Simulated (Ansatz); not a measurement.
# Mo wire along [100], 24 atoms a period: bands along the axis, part 2 of 2

Aim: is the Mo wire along [100], 24 atoms a period a metal or a semiconductor?

Ansatz 0.2.0; DFT PBE, plane waves, PAW; relaxation of a wire's period; PAW set soft_1 (the session's first sound run).

So far: The structure; Relaxation of atoms and period.

**2. Relaxation of atoms and period (continued)**

Step by step:

```
step  energy less that of the first step (eV)  largest force component (eV/Å)  pressure (GPa)  volume (Å³)
   1                                   0.0000                          2.6537           -7.80       837.52
   2                                  -3.2355                          0.8936            2.42       805.71
   3                                  -3.3031                          0.5589            0.66       837.35
   4                                  -3.7819                          0.3170           -0.02       828.30
   5                                  -3.8289                          0.0814           -0.36       825.00
   6                                  -3.8338                          0.0352           -0.07       823.36
   7                                  -3.8343                          0.0128           -0.11       823.08
  8*                                  -3.8325                          0.0128           -0.10       823.08
```

Relaxation steps marked * repeat the geometry before them on a plane-wave basis chosen anew for their cell, so energy and pressure can jump there.

Forces are held to the 16 operations that the run works with; a distortion that breaks them can't arise in this run.

```
cell as run  before  after  change
      c (Å)   3.160  3.106  -1.7 %
```

The atoms that moved most (Å, along periodic axes as changes of fractional coordinates times the final cell, across vacuum about the mean position):

```
atom      dx      dy     dz  length
Mo10  -0.189  -0.079  0.000   0.204
Mo16  -0.079  -0.189  0.000   0.204
Mo12  -0.189   0.079  0.000   0.204
Mo24   0.079  -0.189  0.000   0.204
Mo13  -0.079   0.189  0.000   0.204
 Mo1   0.189  -0.079  0.000   0.204
Mo21   0.079   0.189  0.000   0.204
 Mo3   0.189   0.079  0.000   0.204
```

Final coordinates:

```cif
data_structure
_symmetry_space_group_name_H-M 'P 1'
_symmetry_Int_Tables_number 1
_cell_length_a 16.2800
_cell_length_b 16.2800
_cell_length_c 3.1055
_cell_angle_alpha 90.000
_cell_angle_beta 90.000
_cell_angle_gamma 90.000
_cell_volume 823.08
loop_
_atom_site_label
_atom_site_type_symbol
_atom_site_fract_x
_atom_site_fract_y
_atom_site_fract_z
_atom_site_occupancy
Mo1 Mo 0.22043 0.30103 0.00000 1
Mo2 Mo 0.21650 0.50000 0.00000 1
Mo3 Mo 0.22043 0.69897 0.00000 1
Mo4 Mo 0.40530 0.30420 0.00000 1
Mo5 Mo 0.40439 0.50000 0.00000 1
Mo6 Mo 0.40530 0.69580 0.00000 1
Mo7 Mo 0.59470 0.30420 0.00000 1
Mo8 Mo 0.59561 0.50000 0.00000 1
Mo9 Mo 0.59470 0.69580 0.00000 1
Mo10 Mo 0.77957 0.30103 0.00000 1
Mo11 Mo 0.78350 0.50000 0.00000 1
Mo12 Mo 0.77957 0.69897 0.00000 1
Mo13 Mo 0.30103 0.22043 0.50000 1
Mo14 Mo 0.30420 0.40530 0.50000 1
Mo15 Mo 0.30420 0.59470 0.50000 1
Mo16 Mo 0.30103 0.77957 0.50000 1
Mo17 Mo 0.50000 0.21650 0.50000 1
Mo18 Mo 0.50000 0.40439 0.50000 1
Mo19 Mo 0.50000 0.59561 0.50000 1
Mo20 Mo 0.50000 0.78350 0.50000 1
Mo21 Mo 0.69897 0.22043 0.50000 1
Mo22 Mo 0.69580 0.40530 0.50000 1
Mo23 Mo 0.69580 0.59470 0.50000 1
Mo24 Mo 0.69897 0.77957 0.50000 1
```

This step gave:

```yaml
energy_at_zero_smearing: -118921.3112 eV
cell_length_along_the_wire: 3.106 Å
```

The cell's length comes to 3.106 Å with spin left out.

**3. The wire at its relaxed period**

This step: DFT PBE, plane waves, PAW; bands of a perfect wire; PAW set soft_1 (Ansatz 0.2.0).

At the relaxed period the bands are computed along the axis; those that cross an energy going forward count the channels that a perfect wire would open there.

input.yaml reads:

```yaml
crystal:
  lattice:
    - [16.28, 0.0, 0.0]
    - [0.0, 16.28, 0.0]
    - [0.0, 0.0, 3.1055099417]
  atoms:
    - { symbol: Mo, position: [0.220425694, 0.301034563, 0.0] }
    - { symbol: Mo, position: [0.216496122, 0.5, 0.0] }
    - { symbol: Mo, position: [0.220425694, 0.698965437, 0.0] }
    - { symbol: Mo, position: [0.405298034, 0.304198921, 0.0] }
    - { symbol: Mo, position: [0.404394852, 0.5, 0.0] }
    - { symbol: Mo, position: [0.405298034, 0.695801079, 0.0] }
    - { symbol: Mo, position: [0.594701966, 0.304198921, 0.0] }
    - { symbol: Mo, position: [0.595605148, 0.5, 0.0] }
    - { symbol: Mo, position: [0.594701966, 0.695801079, 0.0] }
    - { symbol: Mo, position: [0.779574306, 0.301034563, 0.0] }
    - { symbol: Mo, position: [0.783503878, 0.5, 0.0] }
    - { symbol: Mo, position: [0.779574306, 0.698965437, 0.0] }
    - { symbol: Mo, position: [0.301034563, 0.220425694, 0.5] }
    - { symbol: Mo, position: [0.304198921, 0.405298034, 0.5] }
    - { symbol: Mo, position: [0.304198921, 0.594701966, 0.5] }
    - { symbol: Mo, position: [0.301034563, 0.779574306, 0.5] }
    - { symbol: Mo, position: [0.5, 0.216496122, 0.5] }
    - { symbol: Mo, position: [0.5, 0.404394852, 0.5] }
    - { symbol: Mo, position: [0.5, 0.595605148, 0.5] }
    - { symbol: Mo, position: [0.5, 0.783503878, 0.5] }
    - { symbol: Mo, position: [0.698965437, 0.220425694, 0.5] }
    - { symbol: Mo, position: [0.695801079, 0.405298034, 0.5] }
    - { symbol: Mo, position: [0.695801079, 0.594701966, 0.5] }
    - { symbol: Mo, position: [0.698965437, 0.779574306, 0.5] }
kpoints:
  mp_grid: { grid: [1, 1, 26] }
  band_path: { path: ["Γ", Z], npoints: 90 }
scf:
  occupations: { method: fermi_dirac, width: 0.05 }
hamiltonian:
  xc: pbe
  pseudopotentials: { kind: paw, azcp: { folder: soft_1 } }
output:
  dos: { e_range: [-5, 4] }
  write_potential: true
  write_density: true
  volumetric_format: npy
```

Run with:

```
> ansatz run input.yaml --threads 4 --pin off --max-ram 16384MiB --backend cpu --events-out ev --progress --plain --runs-dir out
```

Numbers of over 12 decimals in the logs are rounded to 6 here.

What it wrote:

```text
[...]
Crystal: 24 atoms, lattice volume = 823.079 Å³
Basis set: ecut = 420 eV, 16155 PW (Γ)
Bands: 202, of which v1, the nominal top of the filled ones, is band 168 counted from 1 (167 counted from 0)
Symmetry: 16 space group operations
[...]
k-points: 14 of 26
[...]
SCF iter   1: F=—  HF=-118945.846093 eV  |F-HF|=—  |Δ(HF+E_count)|=         —  Δρ=7.06e-2  dr2=1.83e2  ethr=3.10e-3  ⟨swp⟩=9.4  Hψ=12881  notcnv=0
[...]
SCF iter  12: F=-118921.413024 eV  HF=-118921.413024 eV  |F-HF|=1.21e-8  |Δ(HF+E_count)|=   2.69e-7  Δρ=1.81e-6  dr2=5.06e-8  ethr=2.98e-11  ⟨swp⟩=13.0  Hψ=9737  notcnv=0
SCF 1 converged in 12 iterations: F = -118921.413024 eV  dr2 = 5.06e-8
[...]
NSCF: frozen V_eff on 91 k-points
WARN: The output density's exchange-correlation potential varies sharply where the density is thin. Do not read a vacuum level from v_tot or v_xc, or from such a field of the output density. On a cell that repeats whose density bears no net charge and no dipole along the vacuum's axis use v_es (v_loc + v_h of the components); under efield.dipole_correction with no amplitude use v_es + v_field, which holds any externa [...]
SCF converged after 12 iterations
Free energy (F): -118921.413024 eV
[...]
Internal energy: -118921.209750 eV  (E = F + TS)
E sigma→0 (E₀):  -118921.311387 eV
Entropy (-TS):   -0.203274 eV (-8.470 meV/atom)
Fermi energy:    7.680674 eV
[...]
--- Band table (eV; the first three rows and the last of 14) ---
  k-point 0: bands = [... 164 lower, 7.2828, 7.3938, 7.4056, 7.4153, 7.5340, 7.6038, 7.6038, 7.6588, ... 30 higher]
  k-point 1: bands = [... 164 lower, 7.2620, 7.4084, 7.4322, 7.4463, 7.5844, 7.5844, 7.5920, 7.6720, ... 30 higher]
  k-point 2: bands = [... 164 lower, 7.2468, 7.4178, 7.4732, 7.5152, 7.5828, 7.5828, 7.6836, 7.6836, ... 30 higher]
  k-point 13: bands = [... 164 lower, 7.8752, 7.8752, 8.0903, 8.0903, 8.1133, 8.1133, 8.3530, 8.3530, ... 30 higher]
```

Wall time 2.3 min (4 threads of Intel Xeon 6975P-C (Granite Rapids), shared host); peak memory 7.8 GiB.

Numbers from this step:

```
energy at zero smearing : -118921.3114 eV
band gap                : 0 eV
```

The electronic bands at the labelled points (eV, zero at the Fermi level; # counts the bands kept):

```
  point    #43    #44    #45    #46    #47    #48    #49    #50
      Γ  -0.40  -0.29  -0.28  -0.27  -0.15  -0.08  -0.08  -0.02
halfway  -0.43  -0.35  -0.35  -0.33   0.04   0.37   0.37   0.40
      Z   0.19   0.19   0.41   0.41   0.43   0.43   0.67   0.67
```

Between Γ and Z the bands cross the Fermi level 20 times, so a perfect wire would conduct at least 20 G₀, with spin left out.

**4. Results**

- cell length, PBE: 3.106 Å
- ballistic conductance by band crossings, a lower bound, PBE: 20 G₀

Under PBE the cell's length is 3.11 Å, and the bands cross the Fermi level 20 times between Γ and Z, which gives a perfect wire at least 20 G₀ (opposite crossings within one step of the path cancel in such a count). No spin was allowed, though thin wires with open d shells can turn magnetic.

[Logs are printed without paths, hosts, clocks, repeated set-up lines and the standing remarks that a program may print on its own settings, such as how far it seeks lower states.]

[Hosts, paths, dates, database ids (printed as entryN), source tags and the programs' standing remarks are cut or masked in the printed files.]
